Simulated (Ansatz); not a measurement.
# Phonons of Zn-W-Zn stack of (100) layers

The plan: relax Zn-W-Zn stack of (100) layers, check its phonons, and, if the lattice is stable, compute its Eliashberg function and ρ(T).

Method: DFT PBE, scalar-relativistic, plane waves, PAW, in Ansatz 0.2.0.

Report form: the programs' logs are mostly left out.

### Step 1. Set-up

The cell holds 3 atoms: 2 Zn and 1 W. Its edges and angles: a = 2.815 Å, b = 2.815 Å, c = 14.981 Å, α = 90.0°, β = 90.0°, γ = 90.0°. Vacuum lies along c.

### Step 2. Relaxing cell and atoms

The structure is brought to rest under this functional.

input.yaml

```yaml
crystal:
  lattice:
    - [2.81524, 0.0, 0.0]
    - [0.0, 2.81524, 0.0]
    - [0.0, 0.0, 14.98135]
  atoms:
    - { symbol: Zn, position: [0.0, 0.0, 0.36712311] }
    - { symbol: W, position: [0.5, 0.5, 0.5] }
    - { symbol: Zn, position: [0.0, 0.0, 0.63287689] }
  periodic: [true, true, false]
kpoints:
  mp_grid: { grid: [10, 10, 1] }
hamiltonian:
  xc: pbe
scf:
  occupations: { method: gaussian, width: 0.1 }
output:
  forces: true
  stress: true
  eigenvalues: true
  write_density: true
  write_potential: true
  elf: true
  volumetric_format: npy
relax:
  adjacent_minimum: "off"
  f_tol: 0.005
  max_steps: 80
  cell: { stress_2d_tol: 0.02 }
```

Command:

```sh
> ansatz run input.yaml --threads 4 --pin off --max-ram 16384MiB --backend cpu --events-out ev --progress --plain --runs-dir out
```

It took 29 s on 4 threads of Arm Neoverse V1, shared host; peak memory 0.61 GiB.

The steps of the relaxation:

| step | energy less that of the first step (eV) | largest force component (eV/Å) | volume (Å³) |
| --- | --- | --- | --- |
| 1 | 0.0000 | 0.3662 | 251.74 |
| 2 | -0.1697 | 0.7819 | 227.81 |
| 3 | -0.2824 | 0.3165 | 225.12 |
| 4 | -0.2691 | 0.1692 | 208.94 |
| 5 | -0.3239 | 0.0076 | 219.08 |
| 6 | -0.3242 | 0.0057 | 218.44 |
| 7 | -0.3242 | 0.0002 | 218.43 |
| 8* | -0.3212 | 0.0004 | 218.43 |
| 9 | -0.3212 | 0.0000 | 218.38 |
| 10* | -0.3212 | 0.0000 | 218.38 |

Relaxation steps marked * repeat the geometry before them on a plane-wave basis chosen anew for their cell, so energy and pressure can jump there. Relaxation step 4 was tried and not accepted.

The run keeps the 16 symmetry operations that it works with, so distortions that break them were not tested.

| cell as run | before | after | change |
| --- | --- | --- | --- |
| a (Å) | 2.815 | 2.622 | -6.9 % |
| b (Å) | 2.815 | 2.622 | -6.9 % |

The atoms that moved most (Å, along periodic axes as changes of fractional coordinates times the final cell, across vacuum about the mean position):

| atom | dx | dy | dz | length |
| --- | --- | --- | --- | --- |
| Zn1 | 0.000 | 0.000 | -0.143 | 0.143 |
| Zn3 | 0.000 | 0.000 | 0.143 | 0.143 |

Final coordinates:

```cif
data_structure
_symmetry_space_group_name_H-M 'P 1'
_symmetry_Int_Tables_number 1
_cell_length_a 2.6221
_cell_length_b 2.6221
_cell_length_c 31.7627
_cell_angle_alpha 90.000
_cell_angle_beta 90.000
_cell_angle_gamma 90.000
_cell_volume 218.38
loop_
_atom_site_label
_atom_site_type_symbol
_atom_site_fract_x
_atom_site_fract_y
_atom_site_fract_z
_atom_site_occupancy
Zn1 Zn 0.00000 0.00000 0.16865 1
W2 W 0.50000 0.50000 0.23583 1
Zn3 Zn 0.00000 0.00000 0.30301 1
```

This step gave:

```yaml
metallic_on_mesh: yes
gap_on_the_k_mesh: 0 eV
```

ELF in the ca plane at fractional y = 1.000, with atoms of Zn within 0.2 Å of it. It is the smooth field of the valence electrons, not physical close to the nuclei.

Ten even steps from '0' (0.00) to '9' (0.47), each cell a mean:
```
00000001234431001478998641002344321000000000
00000001235543213578888753123455320000000000
00000001235654445788888864444565310000000000
00000001235776667998889987566765310000000000
00000001235665446898888975455665310000000000
00000001235544334688888854334455320000000000
00000001235432002478888642003444321000000000
00000001244431001469999630002344321000000000
```
Columns run along c (16.0 Å, from fractional 0.00 to 0.50 of the cell), rows up along a (2.6 Å). Atoms in or near the plane, at fractional coordinates: Zn at (0.17, 0.00), Zn at (0.30, 0.00).

Electrostatic potential energy in the ca plane at fractional y = 1.000, with atoms of Zn within 0.2 Å of it. With pseudopotentials it is smooth inside the atoms' cores, unlike the true potential.

Ten even steps from '0' (-44 eV) to '9' (0 eV), each cell a mean:
```
99999999999962001689999851002799999999999999
99999999999984224888888873125899999999999999
99999999999987667888888887668999999999999999
99999999999998888988778898888999999999999999
99999999999998778888778888778999999999999999
99999999999986336888888885346899999999999999
99999999999972002789899862003799999999999999
99999999999861001689999840002799999999999999
```
Columns run along c (16.0 Å, from fractional 0.00 to 0.50 of the cell; values clipped at the 3rd and 97th percentile), rows up along a (2.6 Å). Atoms in or near the plane, at fractional coordinates: Zn at (0.17, 0.00), Zn at (0.30, 0.00).

Valence density in the ca plane at fractional y = 1.000, with atoms of Zn within 0.2 Å of it. It is the smooth field of the valence electrons, not physical close to the nuclei.

Ten steps, logarithmic in the rise over the least value, from '0' (0 e/Å³) to '9' (32 e/Å³), each cell a mean:
```
00000000000014884211111125873100000000000000
00000000000012442111111113442000000000000000
00000000000001121111111111211000000000000000
00000000000000111111221111110000000000000000
00000000000001111111111111110000000000000000
00000000000002332111111112331000000000000000
00000000000013673111111124763100000000000000
00000000000015995211111126984100000000000000
```
Columns run along c (16.0 Å, from fractional 0.00 to 0.50 of the cell), rows up along a (2.6 Å). Atoms in or near the plane, at fractional coordinates: Zn at (0.17, 0.00), Zn at (0.30, 0.00).

The relaxation ends with a largest force component of 4.1e-5 eV/Å.

### Step 3. Tight relaxation

No force is left; the cell is relaxed once more with another smearing and tight thresholds.

input.yaml, the sections that differ from step 2:

```yaml
crystal:
  lattice:
    - [2.622096989, 0.0, 0.0]
    - [0.0, 2.622096989, 0.0]
    - [0.0, 0.0, 31.762700784]
  atoms:
    - { symbol: Zn, position: [0.0, 0.0, 0.168654414] }
    - { symbol: W, position: [0.5, 0.5, 0.2358324329] }
    - { symbol: Zn, position: [0.0, 0.0, 0.3030104517] }
  periodic: [true, true, false]
kpoints:
  mp_grid: { grid: [12, 12, 1] }
scf:
  occupations: { method: methfessel_paxton, width: 0.2 }
relax:
  adjacent_minimum: "off"
  f_tol: 0.001
  max_steps: 60
  cell: { stress_2d_tol: 0.002 }
# hamiltonian, output: as in step 2
```

Wall time 22 s (4 threads); peak memory 0.61 GiB.

The steps of the relaxation:

| step | energy less that of the first step (eV) | largest force component (eV/Å) | volume (Å³) |
| --- | --- | --- | --- |
| 1 | 0.0000 | 0.0827 | 218.38 |
| 2 | -0.0064 | 0.0152 | 220.61 |
| 3 | -0.0065 | 0.0438 | 224.05 |
| 4 | -0.0077 | 0.0024 | 222.72 |
| 5 | -0.0077 | 0.0003 | 222.68 |
| 6 | -0.0082 | 0.0004 | 222.68 |

The log counts 1 steps on a newly chosen plane-wave basis, not all of them marked here; energy and pressure can jump at such steps.

| cell as run | before | after | change |
| --- | --- | --- | --- |
| a (Å) | 2.622 | 2.648 | +1.0 % |
| b (Å) | 2.622 | 2.648 | +1.0 % |

The atoms that moved most (Å, along periodic axes as changes of fractional coordinates times the final cell, across vacuum about the mean position):

| atom | dx | dy | dz | length |
| --- | --- | --- | --- | --- |
| Zn1 | 0.000 | 0.000 | 0.046 | 0.046 |
| Zn3 | 0.000 | 0.000 | -0.046 | 0.046 |

The relaxed structure:

```xyz
3
Lattice="2.6478 0.0000 0.0000 0.0000 2.6478 0.0000 0.0000 0.0000 31.7627" Properties=species:S:1:pos:R:3
Zn    0.0000    0.0000    5.4031
W     1.3239    1.3239    7.4907
Zn    0.0000    0.0000    9.5782
```

Valence density in the ca plane at fractional y = 0.000, with atoms of Zn within 0.2 Å of it. It is the smooth field of the valence electrons, not physical close to the nuclei.

Ten steps, logarithmic in the rise over the least value, from '0' (0 e/Å³) to '9' (34 e/Å³), each cell a mean:
```
00000000000014785211111126873100000000000000
00000000000002442111111113431000000000000000
00000000000001111111111111111000000000000000
00000000000000111111111111110000000000000000
00000000000000111111111111110000000000000000
00000000000001232111111112321000000000000000
00000000000013674111111125752000000000000000
00000000000014996211111127983100000000000000
```
Columns run along c (16.0 Å, from fractional 0.00 to 0.50 of the cell), rows up along a (2.6 Å). Atoms in or near the plane, at fractional coordinates: Zn at (0.17, 0.00), Zn at (0.30, 0.00).

ELF in the ca plane at fractional y = 0.000, with atoms of Zn within 0.2 Å of it. It is the smooth field of the valence electrons, not physical close to the nuclei.

Ten even steps from '0' (0.00) to '9' (0.46), each cell a mean:
```
00000001234432001468998631003344310000000000
00000001234543213588888753123454310000000000
00000001235654445799889975444565310000000000
00000001235776667999999997667765310000000000
00000001235665556899999985555665310000000000
00000001235544334688888854334454310000000000
00000001234432002478888641013444310000000000
00000001234431000469998530002344310000000000
```
Columns run along c (16.0 Å, from fractional 0.00 to 0.50 of the cell), rows up along a (2.6 Å). Atoms in or near the plane, at fractional coordinates: Zn at (0.17, 0.00), Zn at (0.30, 0.00).

Electrostatic potential energy in the ca plane at fractional y = 0.000, with atoms of Zn within 0.2 Å of it. With pseudopotentials it is smooth inside the atoms' cores, unlike the true potential.

Values in eV, 5 rows by 16 columns, each cell a mean:
```
  0   0   0  -1 -13 -41 -13  -4  -8 -39 -20  -1   0   0   0   0
  0   0   0   0  -5 -17  -6  -7  -5 -16  -7  -1   0   0   0   0
  0   0   0   0  -3  -7  -5  -9  -5  -6  -4  -1   0   0   0   0
  0   0   0  -1  -7 -27  -8  -6  -6 -25 -11  -1   0   0   0   0
  0   0   0  -1 -15 -44 -15  -3  -9 -42 -23  -1   0   0   0   0
```
Columns run along c (16.0 Å, from fractional 0.00 to 0.50 of the cell; values clipped at the 3rd and 97th percentile), rows up along a (2.6 Å). Atoms in or near the plane, at fractional coordinates: Zn at (0.17, 0.00), Zn at (0.30, 0.00).

The relaxation ends with a largest force component of 4.3e-4 eV/Å.

### Step 4. Lattice stability: q 2×2×1, k 6×6×1

Couplings are defined for a stable lattice alone, so phonons come first.

input.yaml

```yaml
crystal:
  lattice:
    - [2.6477607785, 0.0, 0.0]
    - [0.0, 2.6477607785, 0.0]
    - [0.0, 0.0, 31.762700784]
  atoms:
    - { symbol: Zn, position: [0.0, 0.0, 0.1701092678] }
    - { symbol: W, position: [0.5, 0.5, 0.2358324329] }
    - { symbol: Zn, position: [0.0, 0.0, 0.3015555979] }
  periodic: [true, true, false]
kpoints:
  mp_grid: { grid: [6, 6, 1] }
hamiltonian:
  xc: pbe
scf:
  occupations: { method: methfessel_paxton, width: 0.2 }
output:
  eigenvalues: true
phonons:
  method: dfpt
  qmesh: [2, 2, 1]
  temperatures: { t_max: 1000, t_step: 50 }
  qpath:
    path: [[0.0, 0.0, 0.0], [0.0, 0.5, 0.0], [0.5, 0.5, 0.0], [0.0, 0.0, 0.0]]
    npoints: 10
```

Wall time 55 s (4 threads); peak memory 0.8 GiB.

This step gave:

```yaml
zero_point_energy: 0.07475 eV/cell
share_of_imaginary_modes_in_the_plain_interpolation_between_solved_wavevectors: 0
highest_frequency_solved_or_plainly_interpolated: 213.2 cm⁻¹
```

Solved on the 2×2×1 mesh alone; all other wavevectors are interpolated. The phonon branches at the labelled points (cm⁻¹):

| point | branch 1 | branch 2 | branch 3 | branch 4 | branch 5 | branch 6 | branch 7 | branch 8 | branch 9 |
| --- | --- | --- | --- | --- | --- | --- | --- | --- | --- |
| Γ | 0 | 0 | 0 | 90 | 90 | 108 | 108 | 146 | 178 |
| halfway | 33 | 74 | 83 | 98 | 98 | 138 | 145 | 173 | 187 |
| X | 58 | 76 | 79 | 106 | 129 | 144 | 176 | 204 | 213 |
| halfway | 120 | 131 | 133 | 135 | 143 | 144 | 177 | 198 | 201 |
| M | 144 | 147 | 159 | 159 | 172 | 172 | 173 | 194 | 194 |
| halfway | 97 | 101 | 113 | 135 | 141 | 141 | 156 | 170 | 186 |
| Γ | 0 | 0 | 0 | 90 | 90 | 108 | 108 | 146 | 178 |

Lowest modes at the softest wavevector of the mesh. Modes at q = (0.500, 0.000, 0.000), with each element's share of the kinetic energy:

| mode | frequency (cm⁻¹) | Zn % | W % |
| --- | --- | --- | --- |
| 1 | 58.1 | 0 | 100 |
| 2 | 75.9 | 100 | 0 |
| 3 | 79.4 | 100 | 0 |
| 4 | 106.5 | 76 | 24 |
| 5 | 129.2 | 33 | 67 |
| 6 | 143.7 | 100 | 0 |

Displacements in mode 1 (58.1 cm⁻¹), the largest set to 1, in the home cell:
```
Zn1 0.00 0.00 0.00
W2  0.00 1.00 0.00
Zn3 0.00 0.00 0.00
```

Displacements in mode 3 (79.4 cm⁻¹), the largest set to 1, in the home cell:
```
Zn1 0.00 1.00 0.00
W2  0.00 0.00 0.00
Zn3 0.00 1.00 0.00
```

Phonopy on the run's constants, 21x21x1 mesh, Gaussian sigma 2.0 cm⁻¹. Table of modes by wavenumber; read off at these points; values in 1/cm⁻¹/cell:

| wavenumber (cm⁻¹) | W | Zn |
| --- | --- | --- |
| -10.0 | 0 | 0 |
| -5.0 | 5.0e-5 | 3.3e-5 |
| 0.0 | 7.6e-4 | 5.4e-4 |
| 5.0 | 0.00105 | 7.5e-4 |
| 10.0 | 0.00199 | 0.00148 |
| 15.0 | 0.00128 | 9.4e-4 |
| 20.0 | 0.00242 | 0.00182 |
| 25.0 | 0.00712 | 0.00520 |
| 30.0 | 0.00477 | 0.00336 |
| 35.0 | 0.00433 | 0.00295 |
| 40.0 | 0.00603 | 0.00445 |
| 45.0 | 0.00730 | 0.00449 |
| 50.0 | 0.0105 | 0.00621 |
| 55.0 | 0.0123 | 0.00705 |
| 60.0 | 0.00952 | 0.00349 |
| 65.0 | 0.00880 | 0.00439 |
| 70.0 | 0.0142 | 0.0105 |
| 75.0 | 0.0106 | 0.00963 |
| 80.0 | 0.00708 | 0.0290 |
| 85.0 | 0.0153 | 0.0295 |
| 90.0 | 0.0140 | 0.0453 |
| 93.8 | 0.0194 | 0.0375 |
| 95.0 | 0.0183 | 0.0336 |
| 100.0 | 0.0172 | 0.0485 |
| 105.0 | 0.0229 | 0.0479 |
| 108.9 | 0.0286 | 0.0574 |
| 110.0 | 0.0279 | 0.0561 |
| 115.0 | 0.0162 | 0.0498 |
| 120.0 | 0.0190 | 0.0463 |
| 120.9 | 0.0197 | 0.0437 |
| 125.0 | 0.0179 | 0.0438 |
| 130.0 | 0.0183 | 0.0486 |
| 135.0 | 0.0137 | 0.0451 |
| 140.0 | 0.0125 | 0.0586 |
| 145.0 | 0.00983 | 0.0945 |
| 148.0 | 0.0163 | 0.105 |
| 150.0 | 0.0175 | 0.0977 |
| 155.0 | 0.0135 | 0.0532 |
| 160.0 | 0.0115 | 0.0411 |
| 165.0 | 0.00627 | 0.0295 |
| 170.0 | 0.00993 | 0.0325 |
| 175.0 | 0.0119 | 0.0405 |
| 180.0 | 0.0310 | 0.0352 |
| 185.0 | 0.0367 | 0.0289 |
| 190.0 | 0.0423 | 0.0296 |
| 191.6 | 0.0427 | 0.0281 |
| 195.0 | 0.0387 | 0.0238 |
| 200.0 | 0.0270 | 0.0186 |
| 205.0 | 0.0149 | 0.0152 |
| 210.0 | 0.00602 | 0.0112 |
| 215.0 | 0.00118 | 0.00233 |
| 220.0 | 2.7e-6 | 4.0e-6 |

No LO-TO term; unit eigenvectors of the mass-weighted matrix. The modes at Γ (shares of kinetic energy by element, %):

| mode | frequency (cm⁻¹) | symmetry | Zn % | W % |
| --- | --- | --- | --- | --- |
| 1 | 0.0 | unnamed | 42 | 58 |
| 2 | 0.0 | unnamed | 42 | 58 |
| 3 | 0.0 | unnamed | 42 | 58 |
| 4 | 89.6 | Eg | 100 | 0 |
| 5 | 89.6 | Eg | 100 | 0 |
| 6 | 107.9 | Eu | 58 | 42 |
| 7 | 107.9 | Eu | 58 | 42 |
| 8 | 145.6 | A1g | 100 | 0 |
| 9 | 178.1 | A2u | 58 | 42 |

Displacements in mode 4 (89.6 cm⁻¹), the largest set to 1:
```
Zn1  1.00 -0.17  0.00
W2   0.00  0.00  0.00
Zn3 -1.00  0.17  0.00
```

Displacements in mode 9 (178.1 cm⁻¹), the largest set to 1:
```
Zn1  0.00  0.00 -1.00
W2   0.00  0.00  0.71
Zn3  0.00  0.00 -1.00
```

Among the solved wavevectors the lowest mode, translations apart, is 58.1 cm⁻¹, so these are real on this k mesh.

### Step 5. Electron–phonon run: q 3×3×1, k 9×9×1, scattering 12×12×1

Phonons, couplings and the Boltzmann equation in one run.

Edit input.yaml of step 4 so:

```diff
@@ -11,3 +11,3 @@
 kpoints:
-  mp_grid: { grid: [6, 6, 1] }
+  mp_grid: { grid: [9, 9, 1] }
 hamiltonian:
@@ -20,3 +20,3 @@
   method: dfpt
-  qmesh: [2, 2, 1]
+  qmesh: [3, 3, 1]
   temperatures: { t_max: 1000, t_step: 50 }
@@ -25 +25,4 @@
     npoints: 10
+  electrical_resistivity:
+    mesh: [12, 12, 1]
+    temperatures: [20.0, 50.0, 77.0, 100.0, 150.0, 200.0, 300.0, 400.0, 600.0, 800.0]
```

Elapsed: 2.7 min, on 4 threads; peak memory 1.4 GiB.

The run ended with an error.

The program's message: “electrical resistivity: the mode of lowest frequency at the wavevector [0.0000, -0.5000, 0.0000] is imaginary, -64.94 cm⁻¹ (written negative): the force constants describe an unstable lattice; relax t …”

The run stops because a mode is imaginary on the scattering mesh, where no scattering rate is defined; denser k meshes, other smearings and, between solved wavevectors, finer q meshes show whether the instability is real.

### Step 6. Coupling and resistivity: q 4×4×1, k 12×12×1, scattering 20×20×1

The next rung changes the q mesh, which sets the reach of the force constants and couplings; the k mesh of the density and its response; the scattering mesh, which samples the Fermi surface.

input.yaml, the sections that differ from step 5:

```yaml
kpoints:
  mp_grid: { grid: [12, 12, 1] }
phonons:
  method: dfpt
  qmesh: [4, 4, 1]
  temperatures: { t_max: 1000, t_step: 50 }
  qpath:
    path: [[0.0, 0.0, 0.0], [0.0, 0.5, 0.0], [0.5, 0.5, 0.0], [0.0, 0.0, 0.0]]
    npoints: 10
  electrical_resistivity:
    mesh: [20, 20, 1]
    temperatures: [20.0, 50.0, 77.0, 100.0, 150.0, 200.0, 300.0, 400.0, 600.0, 800.0]
# crystal, hamiltonian, scf, output: as in step 5
```

Run time: 8.5 min. Hardware: 4 threads; peak memory 1.9 GiB.

The run ended with an error.

The program's message: “electrical resistivity: the mode of lowest frequency at the wavevector [0.0000, -0.5000, 0.0000] is imaginary, -77.05 cm⁻¹ (written negative): the force constants describe an unstable lattice; relax t …”

The run stops because a mode is imaginary on the scattering mesh, where no scattering rate is defined; denser k meshes, other smearings and, between solved wavevectors, finer q meshes show whether the instability is real.

### Step 7. Summary of results

```yaml
lowest_mode_solved_in_a_later_run_q_4x4x1_k_12x12x1_scattering_20x20x1: 77.0i cm⁻¹
phonon_run_of_the_rows_without_a_label_of_their_own: PBE, q 2×2×1, k 6×6×1
softest_mode_on_the_q_mesh: 58.1 cm⁻¹ at q = (0.5, 0, 0)
highest_frequency_solved_or_plainly_interpolated: 213 cm⁻¹
```

In words: No coupling constant or resistivity was obtained: the scattering run stopped at an imaginary mode. Spin–orbit coupling, left out here, matters for W. The structure was built by hand as an ordered model, and its stability against other phases was not tested.

[Logs are printed without paths, hosts, clocks, repeated set-up lines and the standing remarks that a program may print on its own settings, such as how far it seeks lower states.]

[Hosts, paths, dates, database ids (printed as entryN), source tags and the programs' standing remarks are cut or masked in the printed files.]
